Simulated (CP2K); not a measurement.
Consider mercaptoacetaldehyde at its PBE geometry (Å).

```xyz
8

O    -2.0507    0.1372   -0.6550
C    -1.0816   -0.0513    0.0608
C     0.2993    0.5014   -0.2160
S     1.4657   -0.8895   -0.4667
H    -1.1580   -0.6901    0.9757
H     0.6494    1.1367    0.6092
H     0.2927    1.0835   -1.1449
H     1.5830   -1.2278    0.8369
```

Method: CP2K XAS_TDP, all-electron GAPW, PBEh(45%), aug-cc-pVDZ, TDA, GW2X-corrected core level, ZORA, spin–orbit coupling.

Predict the bright core excitations at the S L₂,₃ edge.

Leading lines: S4 166.91 eV. The leading line of an atom is its first one with 35 % of the strongest within 2.5 eV of its lowest line over the strength cut. Core ionisation energies at this level: S4 171.49/171.60/172.67 eV; the 2p½ level lies 1.12 eV above the 2p3/2 pair.

The first six lines of each atom with a strength over 0.0003:

```tsv
atom	energy (eV)	states	strength, one atom	above the computed threshold
S4 (bonded to C and H)	166.91	1	0.0015	
	167.16	1	0.0012	
	167.72	1	0.0005	
	167.86	1	0.0042	
	167.90	1	0.0016	
	168.00	2	0.0015
```

Lines are vertical, at one geometry, with no vibrational structure. GW2X ionisation energies and lines can be off by 1 to 2 eV either way, and a good line position may hide errors that cancel. Rydberg lines, and the discretised continuum above threshold, depend on the basis and the box.

[Banner, clock and machine lines of the logs are left out without a mark of their own.]

[Logs are printed without paths, hosts, clocks, repeated set-up lines and the standing remarks that a program may print on its own settings, such as how far it seeks lower states.]

[Hosts, paths, dates, database ids (printed as entryN), source tags and the programs' standing remarks are cut or masked in the printed files.]
